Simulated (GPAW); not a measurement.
# Dielectric function and optical constants of BaTiO3

Wanted: where BaTiO3 starts to absorb, how strongly, and its refractive index.

Method: DFT, PBE, plane-wave PAW (GPAW data sets), scalar-relativistic, RPA, optical limit, in GPAW 26.7.0.

## 1. Set-up

The structure is cubic, space group Pm-3m (No. 221). The conventional cell has a = 4.006 Å, b = 4.006 Å, c = 4.006 Å, α = 90.00°, β = 90.00°, γ = 90.00°. Nearest to Ba lie 12 O at 2.83 Å. Ti has 6 O at 2.00 Å nearest. Nearest to O lie 2 Ti at 2.00 Å and 4 Ba at 2.83 Å. Farther neighbours and most contacts between anions are not listed.

## 2. Ground state

The self-consistent density comes first; it also tells whether there is a gap, which decides the occupations and the need for a Drude term.

This step: DFT, PBE, plane-wave PAW (GPAW data sets), scalar-relativistic, ground state (GPAW 26.7.0).

Input file gs.py:

```python
from ase import Atoms
from ase.dft.bandgap import bandgap
from gpaw import GPAW, PW, FermiDirac

atoms = Atoms(['Ba', 'Ti', 'O', 'O', 'O'],
              cell=[[4.006000000000, 0.000000000000, 0.000000000000],
                    [0.000000000000, 4.006000000000, 0.000000000000],
                    [0.000000000000, 0.000000000000, 4.006000000000]],
              scaled_positions=[[0.500000000000, 0.500000000000, 0.500000000000],
                                [0.000000000000, 0.000000000000, 0.000000000000],
                                [0.000000000000, 0.000000000000, 0.500000000000],
                                [0.000000000000, 0.500000000000, 0.000000000000],
                                [0.500000000000, 0.000000000000, 0.000000000000]],
              pbc=[True, True, True])
atoms.calc = GPAW(mode=PW(500), xc='PBE', kpts={'size': (6, 6, 6), 'gamma': True},
                  occupations=FermiDirac(0.05), maxiter=150, txt='gs.txt')
print('energy (eV)', atoms.get_potential_energy())
print('Fermi level (eV)', atoms.calc.get_fermi_level())
print('valence electrons', atoms.calc.get_number_of_electrons())
print('gap (eV)', bandgap(atoms.calc, output=None)[0])
print('direct gap (eV)', bandgap(atoms.calc, direct=True, output=None)[0])
atoms.calc.write('gs.gpw')
```

On the command line:

```sh
> OMP_NUM_THREADS=1 python gs.py
```

Numbers of over 12 decimals in the logs are rounded to 6 here.

Log:

```text
__  _  _
 | _ |_)|_||  |
 |__||  | ||/\| - 26.7.0

Versions:
  Python: 3.12.14
  ASE:    3.29.0
  Numpy:  2.5.5
  Scipy:  1.18.1
  Libxc:  7.0.0

Input parameters:
  mode=PW(ecut=500.0),
  kpts=MonkhorstPack(size=(6, 6, 6), gamma=True),
  maxiter=150,
  occupations=Occupations(name='fermi-dirac', width=0.05, fixmagmom=False),
  xc=XC(name='PBE')

Diagonalizing LCAO Hamiltonian
Converting LCAO to pw mode
   .---------.
  /|         |
 * |         |
 | |   Ba    |
 O |         |
 | .---------.
 |/         /
 Ti---O----*

Atoms  # Å, Bohr magnetons
|   | symbol |        x |        y |        z |    initial magnetic moments |
| 0 |     Ba | 2.003000 | 2.003000 | 2.003000 | ( 0.0000,  0.0000,  0.0000) |
| 1 |     Ti | 0.000000 | 0.000000 | 0.000000 | ( 0.0000,  0.0000,  0.0000) |
| 2 |      O | 0.000000 | 0.000000 | 2.003000 | ( 0.0000,  0.0000,  0.0000) |
| 3 |      O | 0.000000 | 2.003000 | 0.000000 | ( 0.0000,  0.0000,  0.0000) |
| 4 |      O | 2.003000 | 0.000000 | 0.000000 | ( 0.0000,  0.0000,  0.0000) |

Unit cell  # Å
| periodic |        x |        y |        z |  lengths |    angles |
|      yes | 4.006000 | 0.000000 | 0.000000 | 4.006000 | 90.000000 |
|      yes | 0.000000 | 4.006000 | 0.000000 | 4.006000 | 90.000000 |
|      yes | 0.000000 | 0.000000 | 4.006000 | 4.006000 | 90.000000 |

Number of symmetries: 48
Symmetry operations  # r_c * U_cc + t_c -> r_c
|    | kind |            matrix            |
|  0 |  E   |  1, 0, 0,  0, 1, 0,  0, 0, 1 |
|  1 |  σ   |  1, 0, 0,  0, 1, 0,  0, 0,-1 |
|  2 |  σ   |  1, 0, 0,  0, 0, 1,  0, 1, 0 |
|  3 |  C4  |  1, 0, 0,  0, 0, 1,  0,-1, 0 |
|  4 |  C4  |  1, 0, 0,  0, 0,-1,  0, 1, 0 |
|  5 |  σ   |  1, 0, 0,  0, 0,-1,  0,-1, 0 |
|  6 |  σ   |  1, 0, 0,  0,-1, 0,  0, 0, 1 |
|  7 |  C2  |  1, 0, 0,  0,-1, 0,  0, 0,-1 |
|  8 |  σ   |  0, 1, 0,  1, 0, 0,  0, 0, 1 |
|  9 |  C2  |  0, 1, 0,  1, 0, 0,  0, 0,-1 |
| 10 |  C3  |  0, 1, 0,  0, 0, 1,  1, 0, 0 |
| 11 |  S6  |  0, 1, 0,  0, 0, 1, -1, 0, 0 |
| 12 |  S6  |  0, 1, 0,  0, 0,-1,  1, 0, 0 |
| 13 |  C3  |  0, 1, 0,  0, 0,-1, -1, 0, 0 |
| 14 |  C4  |  0, 1, 0, -1, 0, 0,  0, 0, 1 |
| 15 |  S4  |  0, 1, 0, -1, 0, 0,  0, 0,-1 |
| 16 |  C3  |  0, 0, 1,  1, 0, 0,  0, 1, 0 |
| 17 |  S6  |  0, 0, 1,  1, 0, 0,  0,-1, 0 |
| 18 |  σ   |  0, 0, 1,  0, 1, 0,  1, 0, 0 |
| 19 |  C4  |  0, 0, 1,  0, 1, 0, -1, 0, 0 |
| 20 |  C2  |  0, 0, 1,  0,-1, 0,  1, 0, 0 |
| 21 |  S4  |  0, 0, 1,  0,-1, 0, -1, 0, 0 |
| 22 |  S6  |  0, 0, 1, -1, 0, 0,  0, 1, 0 |
| 23 |  C3  |  0, 0, 1, -1, 0, 0,  0,-1, 0 |
| 24 |  S6  |  0, 0,-1,  1, 0, 0,  0, 1, 0 |
| 25 |  C3  |  0, 0,-1,  1, 0, 0,  0,-1, 0 |
| 26 |  C4  |  0, 0,-1,  0, 1, 0,  1, 0, 0 |
| 27 |  σ   |  0, 0,-1,  0, 1, 0, -1, 0, 0 |
| 28 |  S4  |  0, 0,-1,  0,-1, 0,  1, 0, 0 |
| 29 |  C2  |  0, 0,-1,  0,-1, 0, -1, 0, 0 |
| 30 |  C3  |  0, 0,-1, -1, 0, 0,  0, 1, 0 |
| 31 |  S6  |  0, 0,-1, -1, 0, 0,  0,-1, 0 |
| 32 |  C4  |  0,-1, 0,  1, 0, 0,  0, 0, 1 |
| 33 |  S4  |  0,-1, 0,  1, 0, 0,  0, 0,-1 |
| 34 |  S6  |  0,-1, 0,  0, 0, 1,  1, 0, 0 |
| 35 |  C3  |  0,-1, 0,  0, 0, 1, -1, 0, 0 |
| 36 |  C3  |  0,-1, 0,  0, 0,-1,  1, 0, 0 |
| 37 |  S6  |  0,-1, 0,  0, 0,-1, -1, 0, 0 |
| 38 |  σ   |  0,-1, 0, -1, 0, 0,  0, 0, 1 |
| 39 |  C2  |  0,-1, 0, -1, 0, 0,  0, 0,-1 |
| 40 |  σ   | -1, 0, 0,  0, 1, 0,  0, 0, 1 |
| 41 |  C2  | -1, 0, 0,  0, 1, 0,  0, 0,-1 |
| 42 |  C2  | -1, 0, 0,  0, 0, 1,  0, 1, 0 |
| 43 |  S4  | -1, 0, 0,  0, 0, 1,  0,-1, 0 |
| 44 |  S4  | -1, 0, 0,  0, 0,-1,  0, 1, 0 |
| 45 |  C2  | -1, 0, 0,  0, 0,-1,  0,-1, 0 |
| 46 |  C2  | -1, 0, 0,  0,-1, 0,  0, 0, 1 |
| 47 |  i   | -1, 0, 0,  0,-1, 0,  0, 0,-1 |

BZ-sampling:
  Number of BZ points: 216
  Number of IBZ points: 20

  Monkhorst-Pack size: [6, 6, 6]
  Monkhorst-Pack shift: [0.083333, 0.083333, 0.083333]

K-points  # in reciprocal-cell coordinates
|     |                                coordinates |     weight |
|   0 | (  0.00000000,   0.00000000,   0.00000000) | 0.00462963 |
|   1 | (  0.16666667,   0.00000000,   0.00000000) | 0.02777778 |
|   2 | (  0.16666667,   0.16666667,   0.00000000) | 0.05555556 |
|   3 | (  0.16666667,   0.16666667,   0.16666667) | 0.03703704 |
|   4 | (  0.33333333,   0.00000000,   0.00000000) | 0.02777778 |
|   5 | (  0.33333333,   0.16666667,   0.00000000) | 0.11111111 |
|   6 | (  0.33333333,   0.16666667,   0.16666667) | 0.11111111 |
|   7 | (  0.33333333,   0.33333333,   0.00000000) | 0.05555556 |
|   8 | (  0.33333333,   0.33333333,   0.16666667) | 0.11111111 |
|   9 | (  0.33333333,   0.33333333,   0.33333333) | 0.03703704 |
| ... |                                            |            |
|  19 | (  0.50000000,   0.50000000,   0.50000000) | 0.00462963 |

Plane wave coefficients: 1654
Cutoff: 500.0 eV

Spin-components: 1 (collinear spins)
Bands:           28
Projectors:      27
Spin-degeneracy: 2
Datatype:        complex128

Parallelization:
  kpt:    1
  domain: 1
  band:   1

Density:
  Valence electrons: 40.0
  Components: 1
  Grid points: [21 21 21]
  Charge: 0.0  # |e|

Potential:
  Grid points: [21 21 21]

species:
  Ba:
    name:    Barium
    id:
    Z:       56.0
    valence: 10
    core:    46
    charge:  0.0  # [|e|]
    compensation charges:
      type: gauss
      rc: 0.37  # [Å]
      lmax: 2
    cutoffs:
      filter: 2.06  # [Å]
      core: 2.33  # [Å]
    projectors
    | kind |    occ | energy [eV] | rcut [Å] |
    |   5s |  2.000 |     -33.644 |    1.164 |
    |   6s |  2.000 |      -3.229 |    1.164 |
    |   5p |  6.000 |     -18.744 |    1.164 |
    |    p |        |       0.000 |    1.164 |
    |    d |        |       0.000 |    1.164 |
    |    d |        |      27.211 |    1.164 |

    Using partial waves for Ba as LCAO basis

  Ti:
    name:    Titanium
    id:
    Z:       22.0
    valence: 12
    core:    10
    charge:  0.0  # [|e|]
    compensation charges:
      type: gauss
      rc: 0.38  # [Å]
      lmax: 2
    cutoffs:
      filter: 2.23  # [Å]
      core: 1.02  # [Å]
    projectors
    | kind |    occ | energy [eV] | rcut [Å] |
    |   3s |  2.000 |     -62.623 |    1.270 |
    |   4s |  2.000 |      -4.466 |    1.270 |
    |   3p |  6.000 |     -38.862 |    1.058 |
    |   4p |  0.000 |      -1.466 |    1.058 |
    |   3d |  2.000 |      -4.258 |    1.058 |
    |    d |        |      22.953 |    1.058 |

    Using partial waves for Ti as LCAO basis

  O:
    name:    Oxygen
    id:
    Z:       8.0
    valence: 6
    core:    2
    charge:  0.0  # [|e|]
    compensation charges:
      type: gauss
      rc: 0.21  # [Å]
      lmax: 2
    cutoffs:
      filter: 1.17  # [Å]
      core: 0.83  # [Å]
    projectors
    | kind |    occ | energy [eV] | rcut [Å] |
    |   2s |  2.000 |     -23.961 |    0.688 |
    |   2p |  4.000 |      -9.029 |    0.598 |
    |    s |        |       3.251 |    0.688 |
    |    p |        |      18.182 |    0.598 |
    |    d |        |       0.000 |    0.619 |

    Using partial waves for O as LCAO basis

Reference energy: -250624.413696  # eV

eigensolver:
  PPCG
  Converge bands: occupied
  niter=2

density mixing:
  MSR1-Mixer
  Pratt-step length: 0.05
  Maximum mixing coefficient: 0.75
  Old densities: 10
  SVD Regularization: 0.005
  Good broyden scale: 1.0
  Trust region scale: 1.0
  Backstep threshold: 4.0
  History deletion threshold: 6.0
  Fourier metric: weight=20.0, sigma=0.015

occupation numbers:
  Fermi-Dirac:
    width: 0.0500  # eV

poisson solver:
  ecut: 4000.0  # eV

xc functional:
  name: PBE with 2 nearest neighbor stencil

convergence criteria:
- Maximum [total energy] change in last 3 cyles: 0.0005 eV / valence electron
- Maximum integral of absolute [dens]ity change: 0.0001 electrons / valence electron
- Maximum integral of absolute [eigenst]ate change: 4e-08 eV^2 / valence electron
maximum number of iterations: 150

SCF iterations
|iter     |      energy | eigst |  dens |
|iter:   1||  -43.376801 | -0.11 |       |
|iter:   2||  -41.661313 | -1.69 | -0.88 |
|iter:   3||  -38.490737 | -0.72 | -0.94 |
|iter:   4||  -38.231013 | -1.81 | -1.42 |
|iter:   5||  -38.184938 | -2.60 | -1.62 |
|iter:   6||  -38.191176 | -3.35 | -1.99 |
|iter:   7||  -38.190885c| -4.38 | -2.73 |
|iter:   8||  -38.190924c| -5.65 | -3.32 |
|iter:   9||  -38.190925c| -6.67 | -3.81 |
|iter:  10||  -38.190924c| -8.04c| -4.53c|

Converged in 10 steps
SCF loop duration: 15.262 s (1.526 s/step)
Energy contributions relative to reference atoms: (reference = -250624.413696)

Energy contributions:
  Kinetic:          36.613825
  Coulomb:         -37.743849
  Zero:              0.191117
  External:          0.000000
  Xc:              -37.252018
  Entropy:          -0.000000
  Spinorbit:         0.000000
  ----------------------------
  Free energy:     -38.190924
  Extrapolated:    -38.190924

dipole moment: (-35.460440, -35.460440, -35.460440)  # |e|*Ang

Fermi level: 8.554
Eigenvalues  # (at kpt = [0.000, 0.000, 0.000])
| band index |      eig [eV] | occ [0-2] |
|          0 |       -48.935 |     2.000 |
|        ... |               |           |
|         12 |         5.354 |     2.000 |
|         13 |         5.354 |     2.000 |
|         14 |         6.558 |     2.000 |
|         15 |         6.558 |     2.000 |
|         16 |         6.558 |     2.000 |
|         17 |         7.515 |     2.000 |
|         18 |         7.515 |     2.000 |
|         19 |         7.515 |     2.000 |
|         20 |         9.432 |     0.000 |
|         21 |         9.432 |     0.000 |
|         22 |         9.432 |     0.000 |
|         23 |        11.575 |     0.000 |
|         24 |        11.575 |     0.000 |
|         25 |        12.743 |     0.000 |
|         26 |        12.744 |     0.000 |
|         27 |        15.030 |     0.000 |

Gap: 1.781 eV
Transition (v -> c):
  (s=0, k=19, n=19, [0.50, 0.50, 0.50]) -> (s=0, k=0, n=20, [0.00, 0.00, 0.00])
Direct/indirect transitions are different
Direct gap: 1.916 eV
Transition at: (s=0, k=0, n=19, [0.00, 0.00, 0.00])

--- standard output ---
energy (eV) -38.190924
Fermi level (eV) 8.553735
valence electrons 40.0
gap (eV) 1.781388
direct gap (eV) 1.916472
```

Wall time 17 s (1 thread of Arm Neoverse V2, shared host); peak memory 0.16 GiB.

This step gave:

* energy: -38.19 eV
* Fermi energy: 8.554 eV
* gap on the k-mesh: 1.781 eV
* direct gap on the mesh: 1.916 eV
* electrons: 40

There is a gap, 1.78 eV on this mesh (points off the mesh can give less), so no carriers' term is needed.

## 3. Bands for the response

At the fixed density, many empty bands are solved on the mesh of the response, since the spectrum sums over them.

This step: DFT, PBE, plane-wave PAW (GPAW data sets), scalar-relativistic, bands at fixed density (GPAW 26.7.0).

Input file nscf.py:

```python
from ase.dft.bandgap import bandgap
from gpaw import GPAW, FermiDirac

calc = GPAW('gs.gpw').fixed_density(kpts={'size': (7, 7, 7), 'gamma': True}, nbands=57, convergence={'bands': 51},
                                    occupations=FermiDirac(0.001), txt='nscf.txt')
print('gap (eV)', bandgap(calc, output=None)[0])
print('direct gap (eV)', bandgap(calc, direct=True, output=None)[0])
print('top band over the Fermi level (eV)', min(calc.get_eigenvalues(kpt=k)[50] for k in range(len(calc.get_ibz_k_points()))) - calc.get_fermi_level())
calc.write('full.gpw', mode='all')
```

On the command line:

```sh
> OMP_NUM_THREADS=1 python nscf.py
```

Log:

```text
Diagonalizing LCAO Hamiltonian
Converting LCAO to pw mode
convergence criteria:
- Maximum integral of absolute [eigenst]ate change: 4e-08 eV^2 / valence electron
maximum number of iterations: 150

SCF iterations
|iter     |      energy | eigst |  dens |
|iter:   1||             | +3.24 |       |
|iter:   2||             | +2.07 |       |
|iter:   3||             | +0.92 |       |
|iter:   4||             | -0.41 |       |
|iter:   5||             | -1.31 |       |
|iter:   6||             | -2.32 |       |
|iter:   7||             | -3.12 |       |
|iter:   8||             | -4.11 |       |
|iter:   9||             | -4.91 |       |
|iter:  10||             | -5.89 |       |
|iter:  11||             | -6.67 |       |
|iter:  12||             | -7.42c|       |
SCF steps: 12
  __  _  _
 | _ |_)|_||  |
 |__||  | ||/\| - 26.7.0

Versions:
  Python: 3.12.14
  ASE:    3.29.0
  Numpy:  2.5.5
  Scipy:  1.18.1
  Libxc:  7.0.0

Input parameters:
  mode=PW(ecut=500.0),
  convergence={'bands': 51},
  gpts=array([21, 21, 21]),
  kpts=MonkhorstPack(size=(7, 7, 7), gamma=True),
  maxiter=150,
  nbands=57,
  occupations=Occupations(name='fermi-dirac', width=0.001, fixmagmom=False),
  parallel={},
  xc=XC(name='PBE')

--- standard output ---
gap (eV) 1.840568
direct gap (eV) 1.916472
top band over the Fermi level (eV) 27.704123
```

The job ended after 36 s (1 thread; peak memory 0.2 GiB).

Numbers from this step:

| Quantity | Value |
| --- | --- |
| gap on the k-mesh | 1.841 eV |

(Part 1 of 2 ends here.)

[Machine, clock and banner lines and Python warnings are left out of the logs.]

[Logs are printed without paths, hosts, clocks, repeated set-up lines and the standing remarks that a program may print on its own settings, such as how far it seeks lower states.]

[Hosts, paths, dates, database ids (printed as entryN), source tags and the programs' standing remarks are cut or masked in the printed files.]
